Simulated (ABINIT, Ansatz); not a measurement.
**Sr2MgMoO6 (Fm-3m): bands and cutoff in G0W0 with ABINIT**

Wanted: a converged G0W0 gap of Sr2MgMoO6 (Fm-3m), or an estimate of the limit.

Method: LDA and many-body steps on it, plane waves, in ABINIT 10.8.3.

## 1. Set-up

The structure is cubic, space group Fm-3m (No. 225). The conventional cell has a = 8.003 Å, b = 8.003 Å, c = 8.003 Å, α = 90.00°, β = 90.00°, γ = 90.00°. Sr has 12 O at 2.83 Å nearest. Mg has 6 O at 2.06 Å nearest. Mo has 6 O at 1.94 Å nearest. O has 1 Mo at 1.94 Å and 1 Mg at 2.06 Å and 4 Sr at 2.83 Å nearest. Farther neighbours and most contacts between anions are not listed.

The cell and positions are those that the Materials Project relaxed with its own functionals (PBE, PBE+U or r2SCAN), kept fixed.

## 2. Empty states on the mesh, 2×2×2 mesh, 272 bands

This step: ABINIT 10.8.3; DFT, LDA, plane waves, norm-conserving pseudopotentials.

The sums over transitions need many empty states on a uniform mesh; this step solves for them.

Contents of run.abi:

```
acell 3*1.0 Angstrom
rprim 
  0.000000000000 4.001502000000 4.001502000000
  4.001502000000 0.000000000000 4.001502000000
  4.001502000000 4.001502000000 -0.000000000000
ntypat 4
znucl 38 12 42 8
natom 10
typat 1 1 2 3 4 4 4 4 4 4
xred 
  0.250000000000 0.250000000000 0.250000000000
  0.750000000000 0.750000000000 0.750000000000
  0.500000000000 0.500000000000 0.500000000000
  -0.000000000000 0.000000000000 0.000000000000
  0.757256000000 0.242744000000 0.242744000000
  0.242744000000 0.757256000000 0.757256000000
  0.242744000000 0.757256000000 0.242744000000
  0.757256000000 0.242744000000 0.757256000000
  0.242744000000 0.242744000000 0.757256000000
  0.757256000000 0.757256000000 0.242744000000
pp_dirpath "pseudos"
pseudos "Sr.upf, Mg.upf, Mo.upf, O.upf"
ecut 38
ngkpt 2 2 2
nshiftk 1
shiftk 0 0 0
kptopt 1
chksymbreak 0
iscf -2
irdden 1
istwfk *1
nband 272
nbdbuf 24
tolwfr 1e-09
nstep 60
prtvol 0
indata_prefix "in"
outdata_prefix "out"
tmpdata_prefix "tmp"
```

Run with:

```console
$ OMP_NUM_THREADS=1 mpirun -n 4 abinit run.abi > log
```

Numbers of over 12 decimals in the logs are rounded to 6 here.

Log:

```text
.Version 10.8.3 of ABINIT. v10.8.2 released Aug 2026.

 Symmetries : space group Fm -3 m (#225); Bravais cF (face-center cubic)
[... echo of the input left out ...]
== DATASET  1 ==================================================================
-   mpi_nproc: 4, omp_nthreads: 1 (-1 if OMP is not activated)
-    --> not optimal distribution: autoparal keyword recommended in input file <--

--- !DatasetInfo
iteration_state: {dtset: 1, }
dimensions: {natom: 10, nkpt: 3, mband: 272, nsppol: 1, nspinor: 1, nspden: 1, mpw: 9721, }
cutoff_energies: {ecut:  38.0, pawecutdg:  -1.0, }
[...]
2.93936    2.93937    2.96373    2.96373    2.96397    2.96614    2.96620    2.96634
   2.98113    2.98122    2.98190    2.99213    2.99242    2.99475    2.99717    3.01068
 prteigrs : prtvol=0 or 1, do not print more k-points.

== END DATASET(S) ==============================================================
================================================================================

 -outvars: echo values of variables after computation  --------
            nband         272
             nkpt           3
          spgroup         225
 [... the other variables as echoed above ...]

 Calculation completed.
```

It took 4.8 min on 4 MPI ranks of Arm Neoverse N1, shared host; peak memory 0.44 GiB; 19 min of CPU time.

Numbers from this step:

- gap: 1.888 eV
- k of the valence top: 0, 0, 0
- k of the conduction bottom: 0.5, 0.5, 0
- least direct gap: 1.966 eV
- k points computed: 3
- lowest point of the top converged band, above the valence top: 71.5363 eV

On this mesh the gap is 1.888 eV.

The density comes from a self-consistent run that is not shown.

## 3. Screening, 2×2×2 mesh, 66 bands, screening to 62.6 eV

The RPA dielectric matrix is built and inverted for each q.

This step: RPA screening on LDA, plane waves, norm-conserving pseudopotentials.

Changes to run.abi since step 2:

```diff
@@ -28,10 +28,11 @@
 chksymbreak 0
-iscf -2
-irdden 1
 istwfk *1
-nband 272
-nbdbuf 24
-tolwfr 1e-09
-nstep 60
-prtvol 0
+occopt 1
+irdwfk 1
+optdriver 3
+nband 66
+ecuteps 2.3
+inclvkb 2
+awtr 1
+symchi 1
 indata_prefix "in"
```

Log:

```text
.Version 10.8.3 of ABINIT. v10.8.2 released Aug 2026.

 Symmetries : space group Fm -3 m (#225); Bravais cF (face-center cubic)
[... echo of the input left out ...]
== DATASET  1 ==================================================================
-   mpi_nproc: 4, omp_nthreads: 1 (-1 if OMP is not activated)

--- !DatasetInfo
iteration_state: {dtset: 1, }
dimensions: {natom: 10, nkpt: 3, mband: 66, nsppol: 1, nspinor: 1, nspden: 1, mpw: 9721, }
cutoff_energies: {ecut:  38.0, pawecutdg:  -1.0, }
electrons: {nelect:   8.00000000E+01, charge:   0.00000000E+00, occopt:   1.00000000E+00, tsmear:   1.00000000E-02, }

 SCREENING: Calculation of the susceptibility and dielectric matrices

 Based on a program developped by R.W. Godby, V. Olevano, G. Onida, and L. Reining.
 Incorporated in ABINIT by V. Olevano, G.-M. Rignanese, and M. Torrent.
.Using double precision arithmetic ; gwpc =  8

[... cell and pseudopotentials left out ...]
--------------------------------------------------------------------------------

 ==== K-mesh for the wavefunctions ====
 Number of points in the irreducible wedge :     3
[... list of points left out ...]
 Together with 48 symmetry operations and time-reversal symmetry
 yields     8 points in the full Brillouin Zone.

 ==== Q-mesh for the screening function ====
 Number of points in the irreducible wedge :     3
[... list of points left out ...]
 Together with 48 symmetry operations and time-reversal symmetry
 yields     8 points in the full Brillouin Zone.

 setmesh: FFT mesh size selected  =    40x   40x   40
          total number of points  =        64000

 vcoul_init : cutoff-mode = AUXILIARY_FUNCTION
 q-points for optical limit:   1
     1)      0.000010    0.000020    0.000030

- screening: taking advantage of time-reversal symmetry
- Maximum band index for partially occupied states nbvw = 40
- Remaining bands to be divided among processors   nbcw = 26
- Number of bands treated by each node ~6

 Number of electrons calculated from density =   80.0000; Expected =   80.0000
 average of density, n =  0.092511
 r_s =    1.3716
 omega_plasma =   29.3395 [eV]

 calculating chi0 at frequencies [eV] :
  1    0.000000E+00    0.000000E+00
  2    0.000000E+00    2.933950E+01

--------------------------------------------------------------------------------
  q-point number  1        q = ( 0.000000, 0.000000, 0.000000) [r.l.u.]
--------------------------------------------------------------------------------
[... chi0 elements left out ...]
 For q-point:  0.000010 0.000020 0.000030
  dielectric constant =   5.8200
  dielectric constant without local fields =   7.4091

  Average fulfillment of the sum rule on Im[epsilon] for q-point    1 :     20.74  [%]
[... wings left out ...]
  q-point number  2        q = ( 0.500000, 0.000000, 0.000000) [r.l.u.]
--------------------------------------------------------------------------------
[... chi0 elements left out ...]
  Average fulfillment of the sum rule on Im[epsilon] for q-point    2 :     28.08  [%]

 [... 1 further q-points ...]
```

The job ended after 29 s (4 MPI ranks; peak memory 1.4 GiB; 1.9 min of CPU time).

This step gave:

* ε∞ with local fields, on this mesh, along the program's q direction: 5.82
* the same without local fields: 7.409
* plasma frequency: 29.34 eV
* plane waves in the screening matrix: 137

Local fields lower ε∞ by 21 %. On a Γ-centred mesh this coarse the value itself is usually too large, while a short band sum pulls it down.

## 4. 66 bands, 62.6 eV

The self-energy is evaluated for the states that the input lists, and the levels follow from it, in one-shot runs by the linearised quasiparticle equation.

This step: G0W0 on LDA, plane waves, norm-conserving pseudopotentials.

Changes to run.abi since step 3:

```diff
@@ -31,8 +31,17 @@
 irdwfk 1
-optdriver 3
+optdriver 4
 nband 66
+gwcalctyp 0
+ecutsigx 38
+symsigma 1
+nkptgw 2
+kptgw 
+  0.0000000000 0.0000000000 0.0000000000
+  0.5000000000 0.5000000000 0.0000000000
+bdgw 
+  38 43
+  38 43
 ecuteps 2.3
-inclvkb 2
-awtr 1
-symchi 1
+irdscr 1
+ppmodel 1
 indata_prefix "in"
```

Log:

```text
.Version 10.8.3 of ABINIT. v10.8.2 released Aug 2026.

 Symmetries : space group Fm -3 m (#225); Bravais cF (face-center cubic)
[... echo of the input left out ...]
== DATASET  1 ==================================================================
-   mpi_nproc: 4, omp_nthreads: 1 (-1 if OMP is not activated)

--- !DatasetInfo
iteration_state: {dtset: 1, }
dimensions: {natom: 10, nkpt: 3, mband: 66, nsppol: 1, nspinor: 1, nspden: 1, mpw: 9721, }
cutoff_energies: {ecut:  38.0, pawecutdg:  -1.0, }
electrons: {nelect:   8.00000000E+01, charge:   0.00000000E+00, occopt:   1.00000000E+00, tsmear:   1.00000000E-02, }

 SIGMA: Calculation of the GW corrections

 Based on a program developped by R.W. Godby, V. Olevano, G. Onida, and L. Reining.
 Incorporated in ABINIT by V. Olevano, G.-M. Rignanese, and M. Torrent.
.Using double precision arithmetic ; gwpc =  8

[... cell and pseudopotentials left out ...]
--------------------------------------------------------------------------------

 ==== K-mesh for the wavefunctions ====
 Number of points in the irreducible wedge :     3
[... list of points left out ...]
 Together with 48 symmetry operations and time-reversal symmetry
 yields     8 points in the full Brillouin Zone.

 ==== Q-mesh for screening function ====
 Number of points in the irreducible wedge :     3
[... list of points left out ...]
 Together with 48 symmetry operations and time-reversal symmetry
 yields     8 points in the full Brillouin Zone.

 vcoul_init : cutoff-mode = AUXILIARY_FUNCTION
 q-points for optical limit:   1
     1)      0.000010    0.000020    0.000030
 setmesh: FFT mesh size selected  =    60x   60x   60
          total number of points  =       216000

 Number of electrons calculated from density =   80.0000; Expected =   80.0000
 average of density, n =  0.092511
 r_s =    1.3716
 omega_plasma =   29.3395 [eV]

 === KS Band Gaps ===
  >>>> For spin  1
   Minimum direct gap =   1.9664 [eV], located at k-point      :   0.5000  0.5000  0.0000
   Fundamental gap    =   1.8877 [eV], Top of valence bands at :   0.0000  0.0000  0.0000
                                       Bottom of conduction at :   0.5000  0.5000  0.0000
 SIGMA fundamental parameters:
 PLASMON POLE MODEL  1
 number of plane-waves for SigmaX                 9721
 number of plane-waves for SigmaC and W            137
 number of plane-waves for wavefunctions          9721
 number of bands                                    66
 number of independent spin polarizations            1
 number of spinorial components                      1
 number of k-points in IBZ                           3
 number of q-points in IBZ                           3
 number of symmetry operations                      48
 number of k-points in BZ                            8
 number of q-points in BZ                            8
 number of frequencies for dSigma/dE                 9
 frequency step for dSigma/dE [eV]                0.25
 number of omega for Sigma on real axis              0
 max omega for Sigma on real axis  [eV]           0.00
 zcut for avoiding poles [eV]                     0.10

 EPSILON^-1 parameters (SCR file):
 dimension of the eps^-1 matrix on file            137
 dimension of the eps^-1 matrix used               137
 number of plane-waves for wavefunctions          9721
 number of bands                                    66
 number of q-points in IBZ                           3
 number of frequencies                               2
 number of real frequencies                          1
 number of imag frequencies                          1

 matrix elements of self-energy operator (all in [eV])

 Perturbative Calculation

--- !SelfEnergy_ee
iteration_state: {dtset: 1, }
kpoint     : [   0.000,    0.000,    0.000, ]
spin       : 1
KS_gap     :    2.061
QP_gap     :    4.160
Delta_QP_KS:    2.099
data: !SigmaeeData |
     Band     E0 <VxcDFT>   SigX SigC(E0)      Z dSigC/dE  Sig(E)    E-E0       E
       38   5.832 -19.807 -24.455   5.026   0.759  -0.317 -19.520   0.287   6.119
       39   5.832 -19.807 -24.455   5.026   0.759  -0.317 -19.520   0.287   6.119
       40   5.832 -19.807 -24.455   5.026   0.759  -0.317 -19.520   0.287   6.119
       41   7.893 -18.025 -12.669  -2.345   0.793  -0.262 -15.639   2.386  10.278
       42   7.893 -18.025 -12.669  -2.345   0.793  -0.262 -15.639   2.386  10.278
       43   7.893 -18.025 -12.669  -2.345   0.793  -0.262 -15.639   2.386  10.278

--- !SelfEnergy_ee
iteration_state: {dtset: 1, }
kpoint     : [   0.500,    0.500,    0.000, ]
spin       : 1
KS_gap     :    1.966
QP_gap     :    4.116
Delta_QP_KS:    2.150
data: !SigmaeeData |
     Band     E0 <VxcDFT>   SigX SigC(E0)      Z dSigC/dE  Sig(E)    E-E0       E
[...]
41   7.720 -17.698 -12.015  -2.622   0.796  -0.256 -15.260   2.438  10.157
       42   8.834 -19.782 -14.394  -2.270   0.773  -0.294 -17.372   2.410  11.244
       43   8.834 -19.782 -14.394  -2.270   0.773  -0.294 -17.372   2.410  11.244

== END DATASET(S) ==============================================================
================================================================================

 -outvars: echo values of variables after computation  --------
           etotal      0.0000000000E+00
            nband          66
             nkpt           3
          spgroup         225
 [... the other variables as echoed above ...]

 Calculation completed.
```

The job ended after 13 s (4 MPI ranks; peak memory 1.3 GiB; 50 s of CPU time).

This step gave:

| Quantity | Value |
| --- | --- |
| G0W0 gap on the points computed | 4.038 eV |
| starting gap on the mesh | 1.888 eV |
| k of the valence top | 0, 0, 0 |
| k of the conduction bottom | 0.5, 0.5, 0 |
| Z at the valence top | 0.759 |
| Z at the conduction bottom | 0.796 |
| least direct G0W0 gap on the computed points | 4.116 eV |

The gap on the mesh goes from 1.89 eV to 4.04 eV, a correction of +2.15 eV.

## 5. Screening, 2×2×2 mesh, 124 bands, screening to 114.3 eV

This step: RPA screening on LDA, plane waves, norm-conserving pseudopotentials.

Changes to run.abi since step 4:

```diff
@@ -31,17 +31,8 @@
 irdwfk 1
-optdriver 4
-nband 66
-gwcalctyp 0
-ecutsigx 38
-symsigma 1
-nkptgw 2
-kptgw 
-  0.0000000000 0.0000000000 0.0000000000
-  0.5000000000 0.5000000000 0.0000000000
-bdgw 
-  38 43
-  38 43
-ecuteps 2.3
-irdscr 1
-ppmodel 1
+optdriver 3
+nband 124
+ecuteps 4.2
+inclvkb 2
+awtr 1
+symchi 1
 indata_prefix "in"
```

Log:

```text
.Version 10.8.3 of ABINIT. v10.8.2 released Aug 2026.

 Symmetries : space group Fm -3 m (#225); Bravais cF (face-center cubic)
[... echo of the input left out ...]
== DATASET  1 ==================================================================
-   mpi_nproc: 4, omp_nthreads: 1 (-1 if OMP is not activated)

--- !DatasetInfo
iteration_state: {dtset: 1, }
dimensions: {natom: 10, nkpt: 3, mband: 124, nsppol: 1, nspinor: 1, nspden: 1, mpw: 9721, }
cutoff_energies: {ecut:  38.0, pawecutdg:  -1.0, }
electrons: {nelect:   8.00000000E+01, charge:   0.00000000E+00, occopt:   1.00000000E+00, tsmear:   1.00000000E-02, }

 SCREENING: Calculation of the susceptibility and dielectric matrices

 Based on a program developped by R.W. Godby, V. Olevano, G. Onida, and L. Reining.
 Incorporated in ABINIT by V. Olevano, G.-M. Rignanese, and M. Torrent.
.Using double precision arithmetic ; gwpc =  8

[... cell and pseudopotentials left out ...]
--------------------------------------------------------------------------------

 ==== K-mesh for the wavefunctions ====
 Number of points in the irreducible wedge :     3
[... list of points left out ...]
 Together with 48 symmetry operations and time-reversal symmetry
 yields     8 points in the full Brillouin Zone.

 ==== Q-mesh for the screening function ====
 Number of points in the irreducible wedge :     3
[... list of points left out ...]
 Together with 48 symmetry operations and time-reversal symmetry
 yields     8 points in the full Brillouin Zone.

 setmesh: FFT mesh size selected  =    40x   40x   40
          total number of points  =        64000

 vcoul_init : cutoff-mode = AUXILIARY_FUNCTION
 q-points for optical limit:   1
     1)      0.000010    0.000020    0.000030

- screening: taking advantage of time-reversal symmetry
- Maximum band index for partially occupied states nbvw = 40
- Remaining bands to be divided among processors   nbcw = 84
- Number of bands treated by each node ~21

 Number of electrons calculated from density =   80.0000; Expected =   80.0000
 average of density, n =  0.092511
 r_s =    1.3716
 omega_plasma =   29.3395 [eV]

 calculating chi0 at frequencies [eV] :
  1    0.000000E+00    0.000000E+00
  2    0.000000E+00    2.933950E+01

--------------------------------------------------------------------------------
  q-point number  1        q = ( 0.000000, 0.000000, 0.000000) [r.l.u.]
--------------------------------------------------------------------------------
[... chi0 elements left out ...]
 For q-point:  0.000010 0.000020 0.000030
  dielectric constant =   6.0336
  dielectric constant without local fields =   7.7269

  Average fulfillment of the sum rule on Im[epsilon] for q-point    1 :     44.15  [%]
[... wings left out ...]
  q-point number  2        q = ( 0.500000, 0.000000, 0.000000) [r.l.u.]
--------------------------------------------------------------------------------
[... chi0 elements left out ...]
  Average fulfillment of the sum rule on Im[epsilon] for q-point    2 :     51.11  [%]

 [... 1 further q-points ...]
```

The job ended after 77 s (4 MPI ranks; peak memory 1.6 GiB).

This step gave:

```yaml
eps_infinity_with_local_fields_on_this_mesh_along_the_program_s_q_direction: 6.034
the_same_without_local_fields: 7.727
plasma_frequency: 29.34 eV
plane_waves_in_the_screening_matrix: 339
```

(Continued in part 2 of 2.)

[Paths, hosts, dates, memory and timing lines, banners, echoed tables and standing remarks are left out of the program output.]

[Logs are printed without paths, hosts, clocks, repeated set-up lines and the standing remarks that a program may print on its own settings, such as how far it seeks lower states.]

[Runs of the session that timed out or met a known fault of the program may be left out.]

[Hosts, paths, dates, database ids (printed as entryN), source tags and the programs' standing remarks are cut or masked in the printed files.]

[G0W0 gaps are taken among the corrected bands and points alone; a level outside them can change the order at an edge.]

[Where Ansatz stands beside ABINIT at settings called matched, ABINIT's density can come from a denser mesh and the files from another edition; pairs whose starting gaps differed by over 0.03 eV were left out, so agreement reads better than it is.]
